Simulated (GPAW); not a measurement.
**BiB3As2 (ordered alloy, started on the zincblende lattice) (P3m1): one start, several treatments of the self-energy**

Aim: compare treatments of exchange, screening and correlation for the gap of BiB3As2 (ordered alloy, started on the zincblende lattice) (P3m1).

Calculated with GPAW 26.7.0; PBE and many-body steps on it, plane waves.

The structure was built from a prototype and need not be the compound's stable phase.

### Step 1. The structure

It takes space group P3m1 (No. 156, trigonal). Conventional cell: a = 3.571 Å, b = 3.571 Å, c = 8.771 Å, α = 90.00°, β = 90.00°, γ = 120.00°. Nearest to As lie 4 B at 2.05 to 2.17 Å. Nearest to B lie 4 As at 2.09 to 2.17 Å. Nearest to As lie 4 B at 2.09 to 2.16 Å. Nearest to B lie 3 As at 2.16 Å and 1 Bi at 2.39 Å. Nearest to Bi lie 4 B at 2.26 to 2.39 Å. B has 1 As at 2.05 Å and 3 Bi at 2.26 Å nearest. Farther neighbours are not listed.

Structure file:

```xyz
6
Lattice="3.5712 0.0000 0.0000 -1.7856 3.0928 0.0000 0.0000 0.0000 8.7711" Properties=species:S:1:pos:R:3 pbc="T T T"
As    0.0000    0.0000    0.0644
B     0.0000    2.0618    0.7324
As    0.0000    2.0618    2.8201
B     1.7856    1.0309    3.4701
Bi    1.7856    1.0309    5.8629
B     0.0000    0.0000    6.7851
```

The structure was relaxed with PBE. The structure type comes from a generator and need not be one that this composition takes. The runs that relaxed it are not among those shown. Spin-orbit coupling is left out unless a step names it.

### Step 2. Empty states on the mesh, 3×3×2 mesh, 336 bands

This step: GPAW 26.7.0; DFT, PBE, plane waves, PAW.

The sums over transitions need many empty states on a uniform mesh; this step solves for them.

Contents of run.py:

```python
import json
import numpy as np
from gpaw.mpi import world
from gpaw import GPAW

calc = GPAW('gs.gpw').fixed_density(kpts={'size': (3, 3, 2), 'gamma': True},
    parallel={'domain': 1, 'band': 1},
    txt='nscf.txt')
calc.diagonalize_full_hamiltonian(nbands=336)
calc.write('full.gpw', mode='all')
res = {}
kpts = calc.get_ibz_k_points()
res['kpts'] = kpts
res['eigenvalues'] = [calc.get_eigenvalues(kpt=k) for k in range(len(kpts))]
res['n_electrons'] = calc.get_number_of_electrons()

if world.rank == 0:
    with open('result.json', 'w') as f:
        json.dump(res, f, default=lambda x: x.tolist())
```

Run with:

```
$ mpirun -n 4 gpaw python run.py
```

Numbers of over 12 decimals in the logs are rounded to 6 here.

The log of the run:

```text
Diagonalizing LCAO Hamiltonian
Converting LCAO to pw mode
convergence criteria:
- Maximum integral of absolute [eigenst]ate change: 4e-08 eV^2 / valence electron
maximum number of iterations: 100

SCF iterations
|iter     |     time |      energy | eigst |  dens |
|iter:   1|  |             | +0.56 |       |
|iter:   2|  |             | -1.00 |       |
|iter:   3|  |             | -1.97 |       |
[...]
|iter:  12|  |             | -6.58 |       |
|iter:  13|  |             | -7.21 |       |
|iter:  14|  |             | -7.61c|       |
SCF steps: 14
  __  _  _
 | _ |_)|_||  |
 |__||  | ||/\| - 26.7.0

Input parameters:
  mode=PW(ecut=600.0),
  convergence={'density': 1e-06, 'bands': -3},
  gpts=array([21, 21, 50]),
  kpts=MonkhorstPack(size=(3, 3, 2), gamma=True),
  maxiter=100,
  nbands=26,
  occupations=Occupations(name='fermi-dirac', width=0.001, fixmagmom=False),
  parallel={'domain': 1, 'band': 1},
  xc=XC(name='PBE')
Matrix size: 3245x3245
# Writing to full.gpw (mode='all')
  [... matrices ...]

timing:  # [seconds]
  Total: 62.249  # ━━━━━━━━━━━━━━━━━━━━━━━━━━━━━━━━━━━━━━━━━━━━━━━━━━━━━━━━━━
```

Run time: 70 s. Hardware: 4 MPI ranks of Arm Neoverse V1, shared host; peak memory 3.4 GiB.

This step gave:

| Quantity | Value |
| --- | --- |
| gap | 0.5532 eV |
| k of the valence top | 0, 0, 0 |
| k of the conduction bottom | 0.3333, 0, 0.5 |
| least direct gap | 0.6707 eV |
| k points computed | 6 |
| lowest point of the top converged band, above the valence top | 114.5890 eV |

On this mesh the gap is 0.553 eV.

### Step 3. G0W0, Godby-Needs plasmon pole

G0W0 replaces the xc potential by the self-energy, built once from these orbitals. Only a window of levels is corrected, while the sums run over the empty bands that the input names.

This step: G0W0 on PBE, plane waves, PAW.

Contents of run.py:

```python
import json
import numpy as np
from gpaw.mpi import world
from gpaw.response.g0w0 import G0W0

gw = G0W0('full.gpw',
    filename='gw',
    kpts=[0, 3],
    bands=(15, 19),
    ecut=78,
    nbands=151,
    integrate_gamma='WS',
    ppa=True)
gw.calculate()
res = {mode: {k: v for k, v in r.items() if k != 'sigma_eskwn'}
       for mode, r in gw.all_results.items()}

if world.rank == 0:
    with open('result.json', 'w') as f:
        json.dump(res, f, default=lambda x: x.tolist())
```

Run with:

```
$ mpirun -n 4 gpaw python run.py
```

The log of the run:

```text
Using integrator: PointIntegrator
FrequencyGridDescriptor(from 0.000+0.000j to 0.000+27.211j eV, 2 points)
Nonperiodic BCs:  [False False False]
Using integrator: PointIntegrator
FrequencyGridDescriptor(from 0.000+0.000j to 0.000+27.211j eV, 2 points)
Nonperiodic BCs:  [False False False]
  ___  _ _ _
 |   || | | |
 | | || | | |
 |__ ||_____|
 |___|

BZ k-points: Symmetries present (total): 6

  [... matrices ...]
18 k-points: 3 x 3 x 2 Monkhorst-Pack grid + [0.000000,0.000000,1/4]
6 k-points in the irreducible part of the Brillouin zone
       k-points in crystal coordinates                weights
   0:     0.00000000    0.00000000    0.00000000          1/18
   1:     0.00000000    0.00000000    0.50000000          1/18
   2:     0.33333333    0.00000000    0.00000000          6/18
   3:     0.33333333    0.00000000    0.50000000          6/18
   4:     0.33333333    0.33333333    0.00000000          2/18
   5:     0.33333333    0.33333333    0.50000000          2/18

Distributing spins, k-points and bands (1 x 2 x 4) over 4 processes
Number of blocks: 1

Quasi particle states:
k-points (IBZ indices): [0, 3]
Band range: (15, 19)
  [... matrices ...]
Computational parameters:
Plane wave cut-off: 78 eV
Number of bands: 151
Coulomb cutoff: None
Broadening: 0.1 eV

fxc modes: GW
Kernel: RPA
Using Godby-Needs plasmon-pole approximation:
  Fitting energy: i*E0, E0 = 1.000 Hartree
Summing all q:

Calculating screened Coulomb potential
No Coulomb truncation
FrequencyGridDescriptor(from 0.000+0.000j to 0.000+27.211j eV, 2 points)
Removing empty qpoint cache files...

Calculating chi0 body with:
    Ground state adapter containing:
    Number of spins: 1
    Number of kpoints: 18
    Number of irreducible kpoints: 6
    Number of completely occupied states: 17
    Number of partially occupied states: 17
    Occupied states memory: 5.719757 M / cpu

    Linear response parametrization:
    q_c: [0.0, 0.0, 0.0]
    Number of frequency points: 2
    Planewave cutoff: 78.0
    Number of bands: 151
    Number of planewaves: 151
    Broadening (eta): 1e-06
    comm.size: 4
    kncomm.size: 4
    blockcomm.size: 1

    Memory estimate of potentially large arrays:
        chi0_wGG: 0.695831 M / cpu
Integrating chi0 body.

Symmetries of q_c:
    Direct symmetries (Uq -> q): 6
    Indirect symmetries (TUq -> q): 6
In total 12 allowed symmetries.

  [... matrices ...]
6 groups of equivalent kpoints. 66.666667% reduction.

Integral kind: response function
Integrating chi0 head and wings.

Symmetries of q_c:
    Direct symmetries (Uq -> q): 6
    Indirect symmetries (TUq -> q): 6
In total 12 allowed symmetries.

  [... matrices ...]
6 groups of equivalent kpoints. 66.666667% reduction.

Integral kind: response function wings

Calculating chi0 body with:
    Ground state adapter containing:
    Number of spins: 1
    Number of kpoints: 18
    Number of irreducible kpoints: 6
    Number of completely occupied states: 17
    Number of partially occupied states: 17
    Occupied states memory: 5.719757 M / cpu

[... the further q-points ...]

Results:
f:      Occupation numbers
eps:     KS-eigenvalues [eV]
vxc:     KS vxc [eV]
exx:     Exact exchange [eV]
sigma:   Self-energies [eV]
dsigma:  Self-energy derivatives
Z:       Renormalization factors
qp:      QP-energies [eV]

k-point 0 (0): (0.000, 0.000, 0.000)                GW
band       f     eps     vxc     exx   sigma  dsigma       Z      qp
                                                                   GW
  15   1.000   8.133 -14.508 -15.764   1.152  -0.262   0.793   8.050
  16   1.000   8.133 -14.508 -15.764   1.152  -0.262   0.793   8.050
  17   0.000   8.803 -14.182  -9.340  -4.144  -0.263   0.792   9.355
  18   0.000   9.425 -14.922  -9.809  -4.297  -0.268   0.789  10.069

k-point 1 (3): (0.333, 0.000, 0.500)                GW
band       f     eps     vxc     exx   sigma  dsigma       Z      qp
                                                                   GW
  15   1.000   5.578 -13.848 -15.559   1.456  -0.260   0.794   5.375
  16   1.000   6.579 -14.160 -16.071   1.655  -0.262   0.792   6.375
  17   0.000   8.686 -12.128  -7.894  -3.872  -0.246   0.803   8.976
  18   0.000   9.263 -12.858  -8.279  -4.092  -0.252   0.799   9.653
```

Wall time 30 s (4 MPI ranks); peak memory 1.6 GiB.

This step gave:

- G0W0 gap on the points computed: 0.9257 eV
- least direct G0W0 gap on the computed points: 1.305 eV
- Z at the valence top: 0.7926
- Z at the conduction bottom: 0.8029
- starting gap on the mesh: 0.5532 eV
- k of the valence top: 0, 0, 0
- k of the conduction bottom: 0.3333, 0, 0.5

The gap on the mesh goes from 0.55 eV to 0.93 eV, a correction of +0.37 eV.

### Step 4. One-shot HSE06

This step: one-shot HSE06 levels on PBE orbitals, plane waves, PAW.

Contents of run.py:

```python
import json
import numpy as np
from gpaw.mpi import world
from gpaw.hybrids.eigenvalues import non_self_consistent_eigenvalues

dft, vxc, vxc_hyb = non_self_consistent_eigenvalues('full.gpw', 'HSE06', 15, 19, kpt_indices=[0, 3])
res = {'dft': dft[0], 'hybrid': (dft - vxc + vxc_hyb)[0]}
if world.rank == 0:
    with open('hybrid.txt', 'w') as f:
        for k, e0, e1 in zip([0, 3], res['dft'], res['hybrid']):
            print(k, ' '.join(f'{x:9.4f}' for x in e0), '|', ' '.join(f'{x:9.4f}' for x in e1), file=f)

if world.rank == 0:
    with open('result.json', 'w') as f:
        json.dump(res, f, default=lambda x: x.tolist())
```

Run with:

```
$ mpirun -n 4 gpaw python run.py
```

The log of the run:

```text
IBZ(<points: 6, symmetries: 6>)
Occupied bands: 17
Transforming wave functions from IBZ to BZ: 0.019 seconds
Distributing wave functions and iFFT-ing to real space: 0.136 seconds
Calculating eigenvalues:
  k-points: 2
  Bands: 15-18 (inclusive)
  Seconds: 0.590 (wave-function broadcasting: 0.018 seconds)
HSE06-eigenvalue shifts:
  min: -0.445 eV
  ave: 0.053 eV
  max: 0.571 eV
```

It took 3.7 s on 4 MPI ranks; peak memory 0.46 GiB.

Numbers from this step:

```yaml
starting_gap_on_the_mesh: 0.5532 eV
hybrid_gap_on_the_mesh: 1.218 eV
least_direct_hybrid_gap_on_the_computed_points: 1.472 eV
```

(Part 1 of 2 ends here.)

[Paths, hosts, dates, memory and timing lines, banners, echoed tables and standing remarks are left out of the program output.]

[Logs are printed without paths, hosts, clocks, repeated set-up lines and the standing remarks that a program may print on its own settings, such as how far it seeks lower states.]

[Runs of the session that timed out or met a known fault of the program may be left out.]

[Hosts, paths, dates, database ids (printed as entryN), source tags and the programs' standing remarks are cut or masked in the printed files.]
